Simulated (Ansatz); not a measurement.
## 1T-GeBr2 monolayer in a perpendicular field

What dipole does a perpendicular field induce in the 1T-GeBr2 monolayer, and does the gap follow? A positive field points along +c.

Calculated with Ansatz 0.2.0; plane-wave DFT, PBE-D3(BJ), Ansatz PAW.

### 1. The starting structure

The cell holds 3 atoms: 2 Br and 1 Ge. Cell: a = 3.289 Å, b = 3.289 Å, c = 36.603 Å, α = 90.0°, β = 90.0°, γ = 120.0°. Vacuum lies along c.

### 2. Relaxing the slab

The starting cell is a guess, so the in-plane lattice and the atoms are relaxed first, with the slab cut off from its images along the normal.

File input.yaml:

```yaml
crystal:
  lattice:
    - [3.28874, 0.0, 0.0]
    - [-1.64437, 2.8481323864, 0.0]
    - [0.0, 0.0, 36.6030909648]
  atoms:
    - { symbol: Br, position: [0.6666666667, 0.3333333333, 0.4617096413] }
    - { symbol: Ge, position: [0.0, 0.0, 0.5] }
    - { symbol: Br, position: [0.3333333333, 0.6666666667, 0.5382903587] }
  periodic: [true, true, false]
kpoints:
  mp_grid: { grid: [12, 12, 1] }
hamiltonian:
  xc: pbe
  dispersion: d3bj
scf:
  occupations: { method: fermi_dirac, width: 0.05 }
  convergence: { dr2_threshold: 1.0e-09 }
relax:
  f_tol: 0.004
  max_steps: 90
  cell: {}
output:
  write_potential: true
  write_density: true
  volumetric_format: npy
```

Run with:

```sh
> ansatz run input.yaml --threads 2 --pin off --max-ram 3072MiB --backend cpu --events-out ev --progress --plain --runs-dir out
```

Numbers of over 12 decimals in the logs are rounded to 6 here.

The log of the run:

```text
Warning: relax.cell: scf.convergence.dr2_threshold = 1e-9 eV is looser than the 1.83017067551e-10 eV advised for a relaxation that steers and ends on the stress (1e-10 eV for each atom of the cell: 3, times the square of relax.cell.stress_2d_tol = 0.05 N/m over 12.8 Å (the atoms' height at the walk's start and 5 Å past either face), 3.905e-2 GPa, over a crystal's default 0.05). What an SCF threshold leaves in a stress goes as its square root, and in the free energy as the threshold itself, and one threshold admits the most on a small cell: [figures from the program's tests cut] Set scf.convergence.dr2_threshold to 1.83017067551e-10 eV or tighter. [rest of the remark cut]
Engine: ansatz 0.2.0, aarch64-unknown-linux-gnu
Pseudopotentials: kind: paw
Pseudopotential: Br, paw, valence charge 7, recommended cutoff 420 eV (normal), Br.paw.azcp
Pseudopotential: Ge, paw, valence charge 14, recommended cutoff 420 eV (normal), Ge.paw.azcp
Functional definition: PBE
  parameter kappa = 0.804
  parameter beta = 0.066725
  exchange = pbe_x(kappa = kappa, mu = beta*pi^2/3)
  correlation = pbe_c(beta = beta)
Crystal: 3 atoms, lattice volume = 342.853 Å³
Basis set: ecut = 420 eV, 6795 PW (Γ), exchange–correlation on 48×48×500 points (8 copies of the dense FFT grid, shifted against one another)
Bands: 18, of which v1, the nominal top of the filled ones, is band 14 counted from 1 (13 counted from 0)
Symmetry: 12 space group operations
Space group: P-3m1 (ITA 164), of the structure as read, at distance tolerance 7.0e-5 Å
k-points: 19 of 144
Non-local potential: Br, projectors of the file, l = 0: 2, l = 1: 2, l = 2: 2
Non-local potential: Ge, projectors of the file, l = 0: 2, l = 1: 2, l = 2: 3, l = 3: 1
PAW form: soft (Blöchl's): semilocal exchange-correlation on the pseudo side does not see the compensation charge
PAW one-centre angular grid: Br, 110 points (default); XC on 64 Gauss nodes
PAW one-centre angular grid: Ge, 590 points (default); XC on 64 Gauss nodes
Initial density: superposition of atomic densities (neutral atoms: chi_scale 0, normalization atom), corrected by the library's trained network
Initial wavefunctions: pseudopotential atomic-orbital guess
Functional: x = pbe(κ = 0.804, μ = 0.219515), c = pbe(β = 0.066725)
SCF iter   1: F=—  HF=-9859.256758 eV  |F-HF|=—  |Δ(HF+E_count)|=         —  Δρ=1.59e-3  dr2=1.32e-2  ethr=1.77e-3  ⟨swp⟩=16.5  Hψ=3508  notcnv=0
preconditioner: auto → Resta (q_TF=auto, 1.797 Å⁻¹)  ε∞=1.5  [insulator: Δε(μ)=1.073 eV  Ē_g=11.666 eV  σ=0.050 eV  W_gap=1.00  n_scr=20 (ndim 8)  ℏωp=8.3 eV  f_vac=0.812  D(μ)=0.00/eV (n_scr^D=0)  ε∞_Penn≈1.5  vacuum switching on, ρ_ref=9.9e-3 e/Å³]
SCF iter   2: F=—  HF=-9859.258718 eV  |F-HF|=—  |Δ(HF+E_count)|=   1.96e-3  Δρ=9.27e-4  dr2=2.05e-3  ethr=4.71e-5  ⟨swp⟩=3.6  Hψ=1081  notcnv=0
SCF iter   3: F=—  HF=-9859.259880 eV  |F-HF|=—  |Δ(HF+E_count)|=   1.16e-3  Δρ=3.24e-4  dr2=4.93e-4  ethr=7.33e-6  ⟨swp⟩=2.8  Hψ=732  notcnv=0
SCF iter   4: F=—  HF=-9859.260382 eV  |F-HF|=—  |Δ(HF+E_count)|=   5.01e-4  Δρ=6.57e-5  dr2=3.65e-5  ethr=1.76e-6  ⟨swp⟩=4.0  Hψ=780  notcnv=0
SCF iter   5: F=—  HF=-9859.260396 eV  |F-HF|=—  |Δ(HF+E_count)|=   1.48e-5  Δρ=3.43e-5  dr2=6.94e-6  ethr=1.31e-7  ⟨swp⟩=2.9  Hψ=720  notcnv=0
SCF iter   6: F=—  HF=-9859.260391 eV  |F-HF|=—  |Δ(HF+E_count)|=   5.47e-6  Δρ=1.12e-5  dr2=5.19e-7  ethr=2.48e-8  ⟨swp⟩=3.2  Hψ=755  notcnv=0
SCF iter   7: F=—  HF=-9859.260326 eV  |F-HF|=—  |Δ(HF+E_count)|=   6.52e-5  Δρ=2.34e-6  dr2=2.00e-8  ethr=1.85e-9  ⟨swp⟩=3.6  Hψ=761  notcnv=0
SCF iter   8: F=-9859.260326 eV  HF=-9859.260326 eV  |F-HF|=2.15e-9  |Δ(HF+E_count)|=   4.99e-8  Δρ=2.99e-7  dr2=4.11e-10  ethr=3.57e-12  ⟨swp⟩=11.6  Hψ=3461  notcnv=0
SCF 1 converged in 8 iterations: F = -9859.260326 eV  dr2 = 4.11e-10
  greatest PAW one-centre occupation: 0.999 electrons in one spin orbital (limit 2), on the Ge atom at site 1 (counted from 0), in its partial waves of l = 2
relax step   1: F+E_penalty+E_count = -9859.26032589 eV  Δ(F+E_penalty+E_count) = +0.000e0 eV  max|allowed force component| = 5.859e0 eV/Å  Δτ_max = 0.0000 Å  P = +34.643 N/m  Ω = 342.853 Å³  fix = [c, alpha, beta]  reactions: c +0.000 N/m  (8 SCF iters, accepted)
Crystal: 3 atoms, lattice volume = 355.603 Å³
Basis set: ecut = 420 eV, 7011 PW (Γ), exchange–correlation on 48×48×500 points (8 copies of the dense FFT grid, shifted against one another)
Initial density: handed on by an earlier stage of this run
Initial wavefunctions: those handed on with the density
iter 1 solved again at ethr=5.72e-4 eV; its pass at ethr=3.10e-3 eV (dr2=1.60e-1 eV) is discarded
SCF iter   1: F=—  HF=-9861.605059 eV  |F-HF|=—  |Δ(HF+E_count)|=         —  Δρ=3.88e-3  dr2=1.59e-1  ethr=5.72e-4  ⟨swp⟩=2.0  Hψ=2781  notcnv=0
preconditioner: auto → Resta (q_TF=auto, 1.786 Å⁻¹)  ε∞=1.5  [insulator: Δε(μ)=2.180 eV  Ē_g=11.419 eV  σ=0.050 eV  W_gap=1.00  n_scr=20 (ndim 8)  ℏωp=8.4 eV  f_vac=0.800  D(μ)=0.00/eV (n_scr^D=0)  ε∞_Penn≈1.5  vacuum switching on, ρ_ref=9.5e-3 e/Å³]
SCF iter   2: F=—  HF=-9861.579778 eV  |F-HF|=—  |Δ(HF+E_count)|=   2.53e-2  Δρ=1.70e-3  dr2=3.65e-2  ethr=5.68e-4  ⟨swp⟩=3.8  Hψ=697  notcnv=0
SCF iter   3: F=—  HF=-9861.572313 eV  |F-HF|=—  |Δ(HF+E_count)|=   7.46e-3  Δρ=9.64e-4  dr2=2.07e-3  ethr=1.30e-4  ⟨swp⟩=2.7  Hψ=588  notcnv=0
SCF iter   4: F=—  HF=-9861.572973 eV  |F-HF|=—  |Δ(HF+E_count)|=   6.60e-4  Δρ=2.01e-4  dr2=9.77e-5  ethr=7.40e-6  ⟨swp⟩=2.3  Hψ=608  notcnv=0
SCF iter   5: F=—  HF=-9861.572929 eV  |F-HF|=—  |Δ(HF+E_count)|=   4.38e-5  Δρ=6.48e-5  dr2=1.05e-5  ethr=3.49e-7  ⟨swp⟩=3.1  Hψ=715  notcnv=0
SCF iter   6: F=—  HF=-9861.572936 eV  |F-HF|=—  |Δ(HF+E_count)|=   6.65e-6  Δρ=1.18e-5  dr2=9.38e-7  ethr=3.76e-8  ⟨swp⟩=2.9  Hψ=604  notcnv=0
SCF iter   7: F=—  HF=-9861.572871 eV  |F-HF|=—  |Δ(HF+E_count)|=   6.50e-5  Δρ=1.92e-6  dr2=8.93e-9  ethr=3.35e-9  ⟨swp⟩=3.1  Hψ=597  notcnv=0
SCF iter   8: F=-9861.572871 eV  HF=-9861.572871 eV  |F-HF|=2.11e-10  |Δ(HF+E_count)|=   1.51e-8  Δρ=3.70e-7  dr2=4.36e-10  ethr=3.57e-12  ⟨swp⟩=13.3  Hψ=3195  notcnv=0
SCF 2 converged in 8 iterations: F = -9861.572871 eV  dr2 = 4.36e-10
relax step   2: F+E_penalty+E_count = -9861.57287087 eV  Δ(F+E_penalty+E_count) = -2.313e0 eV  max|allowed force component| = 3.056e0 eV/Å  Δτ_max = 0.1957 Å  P = +20.622 N/m  Ω = 355.603 Å³  energy of the carried Pulay correction = -4.325e-4 eV  fix = [c, alpha, beta]  reactions: c +0.000 N/m  (8 SCF iters, accepted)
Crystal: 3 atoms, lattice volume = 390.850 Å³
Basis set: ecut = 420 eV, 7605 PW (Γ), exchange–correlation on 48×48×500 points (8 copies of the dense FFT grid, shifted against one another)
[...]
SCF iter   9: F=-9862.948573 eV  HF=-9862.948573 eV  |F-HF|=6.28e-10  |Δ(HF+E_count)|=  9.24e-10  Δρ=2.39e-7  dr2=1.46e-10  ethr=3.57e-12  ⟨swp⟩=12.1  Hψ=2873  notcnv=0
SCF 3 converged in 9 iterations: F = -9862.948573 eV  dr2 = 1.46e-10
relax step   3: F+E_penalty+E_count = -9862.94857297 eV  Δ(F+E_penalty+E_count) = -1.376e0 eV  max|allowed force component| = 9.280e-1 eV/Å  Δτ_max = 0.1340 Å  P = +9.179 N/m  Ω = 390.850 Å³  energy of the carried Pulay correction = -1.550e-3 eV  fix = [c, alpha, beta]  reactions: c +0.000 N/m  (9 SCF iters, accepted)
[... from here on, the SCF cycles and remarks between the steps are left out ...]
relax step   4: F+E_penalty+E_count = -9863.36338407 eV  Δ(F+E_penalty+E_count) = -4.148e-1 eV  max|allowed force component| = 2.979e-1 eV/Å  Δτ_max = 0.0052 Å  P = +4.260 N/m  Ω = 427.347 Å³  energy of the carried Pulay correction = -2.601e-3 eV  fix = [c, alpha, beta]  reactions: c +0.000 N/m  (8 SCF iters, accepted)
relax step   5: F+E_penalty+E_count = -9863.51574839 eV  Δ(F+E_penalty+E_count) = -1.524e-1 eV  max|allowed force component| = 4.883e-2 eV/Å  Δτ_max = 0.0374 Å  P = +0.949 N/m  Ω = 465.427 Å³  energy of the carried Pulay correction = -3.597e-3 eV  fix = [c, alpha, beta]  reactions: c +0.000 N/m  (8 SCF iters, accepted)
relax step   6: F+E_penalty+E_count = -9863.52475416 eV  Δ(F+E_penalty+E_count) = -9.006e-3 eV  max|allowed force component| = 6.946e-4 eV/Å  Δτ_max = 0.0162 Å  P = -0.011 N/m  Ω = 478.116 Å³  energy of the carried Pulay correction = -3.909e-3 eV  fix = [c, alpha, beta]  reactions: c -0.000 N/m  (7 SCF iters, accepted)
relax step   7: F+E_penalty+E_count = -9863.58453201 eV  Δ(F+E_penalty+E_count) = -5.978e-2 eV  max|allowed force component| = 1.009e-3 eV/Å  Δτ_max = 0.0000 Å  P = +1.049 N/m  Ω = 478.116 Å³  fix = [c, alpha, beta]  reactions: c +0.000 N/m  stress off target by 1.05e0 N/m on what of the cell is left free  SCF on the basis re-selected at this cell (its energy is not comparable with the rows above)  (8 SCF iters)
relax step   8: F+E_penalty+E_count = -9863.60414369 eV  Δ(F+E_penalty+E_count) = -1.961e-2 eV  max|allowed force component| = 1.809e-2 eV/Å  Δτ_max = 0.0273 Å  P = +0.401 N/m  Ω = 494.008 Å³  energy of the carried Pulay correction = -2.960e-4 eV  fix = [c, alpha, beta]  reactions: c +0.000 N/m  (7 SCF iters, accepted)
relax step   9: F+E_penalty+E_count = -9863.60815853 eV  Δ(F+E_penalty+E_count) = -4.015e-3 eV  max|allowed force component| = 5.619e-2 eV/Å  Δτ_max = 0.0402 Å  P = +0.146 N/m  Ω = 506.790 Å³  energy of the carried Pulay correction = -6.126e-4 eV  fix = [c, alpha, beta]  reactions: c +0.000 N/m  (7 SCF iters, accepted)
relax step  10: F+E_penalty+E_count = -9863.60879443 eV  Δ(F+E_penalty+E_count) = -6.359e-4 eV  max|allowed force component| = 3.775e-3 eV/Å  Δτ_max = 0.0108 Å  P = -0.019 N/m  Ω = 507.677 Å³  energy of the carried Pulay correction = -6.376e-4 eV  fix = [c, alpha, beta]  reactions: c -0.000 N/m  (7 SCF iters, accepted)
iter 1 solved again at ethr=3.34e-6 eV; its pass at ethr=3.10e-3 eV (dr2=9.34e-4 eV) is discarded
SCF iter   1: F=—  HF=-9863.588074 eV  |F-HF|=—  |Δ(HF+E_count)|=         —  Δρ=3.69e-4  dr2=1.87e-5  ethr=3.34e-6  ⟨swp⟩=4.2  Hψ=3807  notcnv=0
preconditioner: auto → Resta (q_TF=auto, 1.683 Å⁻¹)  ε∞=1.5  [insulator: Δε(μ)=2.387 eV  Ē_g=9.801 eV  σ=0.050 eV  W_gap=1.00  n_scr=18 (ndim 8)  ℏωp=7.0 eV  f_vac=0.803  D(μ)=0.00/eV (n_scr^D=0)  ε∞_Penn≈1.5  vacuum switching on, ρ_ref=7.0e-3 e/Å³]
SCF iter   2: F=—  HF=-9863.602224 eV  |F-HF|=—  |Δ(HF+E_count)|=   1.41e-2  Δρ=1.85e-4  dr2=6.49e-6  ethr=6.67e-8  ⟨swp⟩=3.3  Hψ=837  notcnv=0
SCF iter   3: F=—  HF=-9863.607579 eV  |F-HF|=—  |Δ(HF+E_count)|=   5.35e-3  Δρ=7.56e-5  dr2=1.41e-6  ethr=2.32e-8  ⟨swp⟩=3.0  Hψ=728  notcnv=0
SCF iter   4: F=—  HF=-9863.609136 eV  |F-HF|=—  |Δ(HF+E_count)|=   1.56e-3  Δρ=1.02e-5  dr2=4.38e-8  ethr=5.03e-9  ⟨swp⟩=3.2  Hψ=749  notcnv=0
SCF iter   5: F=—  HF=-9863.609205 eV  |F-HF|=—  |Δ(HF+E_count)|=   6.90e-5  Δρ=7.62e-7  dr2=2.68e-9  ethr=1.56e-10  ⟨swp⟩=3.6  Hψ=731  notcnv=0
SCF iter   6: F=-9863.609206 eV  HF=-9863.609206 eV  |F-HF|=1.24e-8  |Δ(HF+E_count)|=   6.31e-7  Δρ=2.39e-7  dr2=3.43e-10  ethr=3.57e-12  ⟨swp⟩=17.2  Hψ=3078  notcnv=0
SCF 11 converged in 6 iterations: F = -9863.609206 eV  dr2 = 3.43e-10
relax step  11: F+E_penalty+E_count = -9863.60920610 eV  Δ(F+E_penalty+E_count) = -4.117e-4 eV  max|allowed force component| = 3.814e-3 eV/Å  Δτ_max = 0.0000 Å  P = -0.027 N/m  Ω = 507.677 Å³  fix = [c, alpha, beta]  reactions: c -0.000 N/m  stress off target by 2.71e-2 N/m on what of the cell is left free  SCF on the basis re-selected at this cell (its energy is not comparable with the rows above)  (6 SCF iters)
basis re-selected at this cell: Δ(F+E_penalty+E_count) = -4.117e-4 eV, ΔP = -0.008 N/m vs the last step (what re-selecting the basis moved, of the pressure what is left beyond the Pulay correction that the steps carried, after the strain that the cell walked since its last selection, with what the two solves' SCF thresholds leave and, on support functions, any second-order correction that the steps lacked; it is no m [...]
WARN: The input density's exchange-correlation potential varies sharply where the density is thin. Do not read a vacuum level from v_tot or v_xc, or from such a field of the output density. On a cell that repeats whose density bears no net charge and no dipole along the vacuum's axis use v_es (v_loc + v_h of the components); under efield.dipole_correction with no amplitude use v_es + v_field, which holds any external [...]
SCF converged after 6 iterations
Free energy (F): -9863.609206 eV
Harris-Foulkes:  -9863.609206 eV  (|F-HF|=1.24e-8)
Internal energy: -9863.609206 eV  (E = F + TS)
E sigma→0 (E₀):  -9863.609206 eV
Fermi energy:    -5.212064 eV
--- Per-component energies (eV) ---
  E_band       = -514.210981
  E_kinetic    = 373.290041
  E_local      = -42414.173195  (includes V_loc(G=0)·N_el)
  E_nonlocal   = 552.107113
  E_hartree    = 20782.639572
  E_xc         = -602.669753
  E_vxc        = -268.888449  (∫ρ·V_xc dr)
  E_paw        = -6505.516259  (= ΣΔE_a)
  E_vpaw       = -321.825503  (= ΣTr[D̂ρ^β])
  E_aug_tail   = 0.000289  (compensation charges beyond the density's cutoff)
  E_ewald      = 17951.241811
  E_disp       = -0.528825  (pairwise vdW)
  E_smearing   = -0.000000  (= −TS)
  E_closure    = -0.000000  (closes the sum)
  Σ components = -9863.609206   (vs F -9863.609206, Δ=0.00e0)
--- Forces (eV/Å), atoms counted from 1 ---
  atom   1  Br     0.00000000     0.00000000     0.00381390
  atom   2  Ge     0.00000000     0.00000000     0.00000000
  atom   3  Br    -0.00000000    -0.00000000    -0.00381390
  max |Σ_I F_I| component: 5.55e-17 eV/Å
--- 2D stress c σ (N/m, compression-positive) ---
       -0.027054       0.000000      -0.000000
        0.000000      -0.027054       0.000000
       -0.000000       0.000000      -0.000000
  P = ½ c Tr σ = -0.0271 N/m
--- Band table (eV; the first three rows and the last of 19) ---
  k-point 0: bands = [... 10 lower, -7.8612, -7.7234, -7.7234, -6.9830, -4.0994, -2.9111, -2.9111, -0.5167]
  k-point 1: bands = [... 10 lower, -8.0139, -7.9045, -7.6646, -6.7313, -3.8397, -2.9839, -2.8348, -0.3779]
  k-point 2: bands = [... 10 lower, -8.2700, -8.1191, -7.6536, -6.5137, -3.4940, -2.8223, -2.6487, -0.1755]
  k-point 18: bands = [... 10 lower, -9.5827, -8.1122, -8.1122, -6.6166, -2.3797, -2.3797, -1.7236, 1.8020]
--- Relaxed structure (9 steps of the walk, 9 accepted, 2 SCFs on fresh bases) ---
  F+E_penalty+E_count = -9863.60920610 eV   max|allowed force component| = 3.814e-3 eV/Å   (the final SCF, on the basis selected at the relaxed cell)
  cell:  # Å, volume = 507.6770 Å³
    - [4.001930, 0.0, 0]
    - [-2.000965, 3.465773, 0]
    - [0, 0, 36.6030909648]
  atoms:
    - { symbol: Br, position: [0.666667, 0.333333, 0.455573] }
    - { symbol: Ge, position: [0, 0, 0.500000] }
    - { symbol: Br, position: [0.333333, 0.666667, 0.544427] }
```

It took 44 s on 2 threads of Arm Neoverse V2, shared host; peak memory 0.69 GiB.

Relaxation path:

| step | energy less that of the first step (eV) | largest force component (eV/Å) | volume (Å³) |
| --- | --- | --- | --- |
| 1 | 0.0000 | 5.8589 | 342.85 |
| 2 | -2.3125 | 3.0561 | 355.60 |
| 3 | -3.6882 | 0.9280 | 390.85 |
| 4 | -4.1031 | 0.2979 | 427.35 |
| 5 | -4.2554 | 0.0488 | 465.43 |
| 6 | -4.2644 | 0.0007 | 478.12 |
| 7* | -4.3242 | 0.0010 | 478.12 |
| 8 | -4.3438 | 0.0181 | 494.01 |
| 9 | -4.3478 | 0.0562 | 506.79 |
| 10 | -4.3485 | 0.0038 | 507.68 |
| 11* | -4.3489 | 0.0038 | 507.68 |

Relaxation steps marked * repeat the geometry before them on a plane-wave basis chosen anew for their cell, so energy and pressure can jump there.

Forces are held to the 12 operations that the run works with; a distortion that breaks them can't arise in this run.

| cell as run | before | after | change |
| --- | --- | --- | --- |
| a (Å) | 3.289 | 4.002 | +21.7 % |
| b (Å) | 3.289 | 4.002 | +21.7 % |

The atoms that moved most (Å, along periodic axes as changes of fractional coordinates times the final cell, across vacuum about the mean position):

| atom | dx | dy | dz | length |
| --- | --- | --- | --- | --- |
| Br1 | 0.000 | 0.000 | -0.225 | 0.225 |
| Br3 | 0.000 | 0.000 | 0.225 | 0.225 |

Final coordinates:

```xyz
3
Lattice="4.0019 0.0000 0.0000 -2.0010 3.4658 0.0000 0.0000 0.0000 36.6031" Properties=species:S:1:pos:R:3
Br    2.0010    1.1553   16.6754
Ge    0.0000    0.0000   18.3015
Br    0.0000    2.3105   19.9277
```

Numbers from this step:

```
gap on the k-mesh : 2.387 eV
```

The lattice constant a goes from 3.289 to 4.002 Å.

[end of part 1 of 2]

[Logs are printed without paths, hosts, clocks, repeated set-up lines and the standing remarks that a program may print on its own settings, such as how far it seeks lower states.]

[Hosts, paths, dates, database ids (printed as entryN), source tags and the programs' standing remarks are cut or masked in the printed files.]

[Maps of the electrostatic potential energy from Ansatz leave out the sawtooth potential of an applied field or a dipole correction, so their vacuum need not be flat; planar profiles and work functions include it.]
